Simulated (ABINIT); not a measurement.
Planning a run of ABINIT 10.8.3 on WS2 (Tungstenite). The input:

```
acell 3*1.0 Angstrom
rprim 
  3.153199999992 0.000000000002 0.000000000000
  -1.576599999998 2.730751303206 0.000000000000
  0.000000000000 0.000000000000 12.323000000000
ntypat 2
znucl 74 16
natom 6
typat 1 1 2 2 2 2
xred 
  0.333333333333 0.666666666667 0.250000000000
  0.666666666667 0.333333333333 0.750000000000
  0.333333333333 0.666666666667 0.622500000000
  0.666666666667 0.333333333333 0.122500000000
  0.333333333333 0.666666666667 0.877500000000
  0.666666666667 0.333333333333 0.377500000000
pp_dirpath "pseudos"
pseudos "W.upf, S.upf"
ecut 31
iscf -2
irdden 1
kptopt 0
nkpt 75
kpt 
  0.00000000 0.00000000 0.00000000
  0.06250000 0.00000000 0.00000000
  0.12500000 0.00000000 0.00000000
  0.18750000 0.00000000 0.00000000
  0.25000000 0.00000000 0.00000000
  0.31250000 0.00000000 0.00000000
  0.37500000 0.00000000 0.00000000
  0.43750000 0.00000000 0.00000000
  0.50000000 0.00000000 0.00000000
  0.47916667 0.04166667 0.00000000
  0.45833333 0.08333333 0.00000000
  0.43750000 0.12500000 0.00000000
  0.41666666 0.16666666 0.00000000
  0.39583333 0.20833333 0.00000000
  0.37500000 0.25000000 0.00000000
  0.35416666 0.29166666 0.00000000
  0.33333333 0.33333333 0.00000000
  0.29166666 0.29166666 0.00000000
  0.25000000 0.25000000 0.00000000
  0.20833333 0.20833333 0.00000000
  0.16666666 0.16666666 0.00000000
  0.12500000 0.12500000 0.00000000
  0.08333333 0.08333333 0.00000000
  0.04166667 0.04166667 0.00000000
  0.00000000 0.00000000 0.00000000
  0.00000000 0.00000000 0.06250000
  0.00000000 0.00000000 0.12500000
  0.00000000 0.00000000 0.18750000
  0.00000000 0.00000000 0.25000000
  0.00000000 0.00000000 0.31250000
  0.00000000 0.00000000 0.37500000
  0.00000000 0.00000000 0.43750000
  0.00000000 0.00000000 0.50000000
  0.06250000 0.00000000 0.50000000
  0.12500000 0.00000000 0.50000000
  0.18750000 0.00000000 0.50000000
  0.25000000 0.00000000 0.50000000
  0.31250000 0.00000000 0.50000000
  0.37500000 0.00000000 0.50000000
  0.43750000 0.00000000 0.50000000
  0.50000000 0.00000000 0.50000000
  0.47916667 0.04166667 0.50000000
  0.45833333 0.08333333 0.50000000
  0.43750000 0.12500000 0.50000000
  0.41666666 0.16666666 0.50000000
  0.39583333 0.20833333 0.50000000
  0.37500000 0.25000000 0.50000000
  0.35416666 0.29166666 0.50000000
  0.33333333 0.33333333 0.50000000
  0.29166666 0.29166666 0.50000000
  0.25000000 0.25000000 0.50000000
  0.20833333 0.20833333 0.50000000
  0.16666666 0.16666666 0.50000000
  0.12500000 0.12500000 0.50000000
  0.08333333 0.08333333 0.50000000
  0.04166667 0.04166667 0.50000000
  0.00000000 0.00000000 0.50000000
  0.50000000 0.00000000 0.50000000
  0.50000000 0.00000000 0.43750000
  0.50000000 0.00000000 0.37500000
  0.50000000 0.00000000 0.31250000
  0.50000000 0.00000000 0.25000000
  0.50000000 0.00000000 0.18750000
  0.50000000 0.00000000 0.12500000
  0.50000000 0.00000000 0.06250000
  0.50000000 -0.00000000 0.00000000
  0.33333333 0.33333333 0.50000000
  0.33333333 0.33333333 0.43750000
  0.33333333 0.33333333 0.37500000
  0.33333333 0.33333333 0.31250000
  0.33333333 0.33333333 0.25000000
  0.33333333 0.33333333 0.18750000
  0.33333333 0.33333333 0.12500000
  0.33333333 0.33333333 0.06250000
  0.33333333 0.33333333 0.00000000
istwfk *1
nband 38
nbdbuf 7
tolwfr 1e-07
nstep 50
prtwf 0
prtvol 0
indata_prefix "in"
outdata_prefix "out"
tmpdata_prefix "tmp"
```

```sh
OMP_NUM_THREADS=1 mpirun -n 4 abinit run.abi > log
```

Q: Estimate wall time and host memory on 4 MPI ranks of Arm Neoverse V1, shared host.

It took 83 s; on shared hardware allow 41 s to 2.8 min. Peak host memory was 0.53 GiB.

[Long decimals in the printed logs are rounded to 6 places.]

[Logs are printed without paths, hosts, clocks, repeated set-up lines and the standing remarks that a program may print on its own settings, such as how far it seeks lower states.]

[Paths, hosts, dates, memory and timing lines, banners, echoed tables and standing remarks are left out of the program output; an Ansatz launch command may be rebuilt from the run's recorded settings. Measured values are a selection of at most five: reports struck by readers or far from the other reports are left out. None is set beside runs whose start may be inverted or whose files or cutoffs have a known fault.]

[Runs of the session that timed out or met a known fault of the program may be left out.]

[Hosts, paths, dates, database ids (printed as entryN), source tags and the programs' standing remarks are cut or masked in the printed files.]

[G0W0 gaps are taken among the corrected bands and points alone; a level outside them can change the order at an edge.]

[Where Ansatz stands beside ABINIT at settings called matched, ABINIT's density can come from a denser mesh and the files from another edition; pairs whose starting gaps differed by over 0.03 eV were left out, so agreement reads better than it is.]
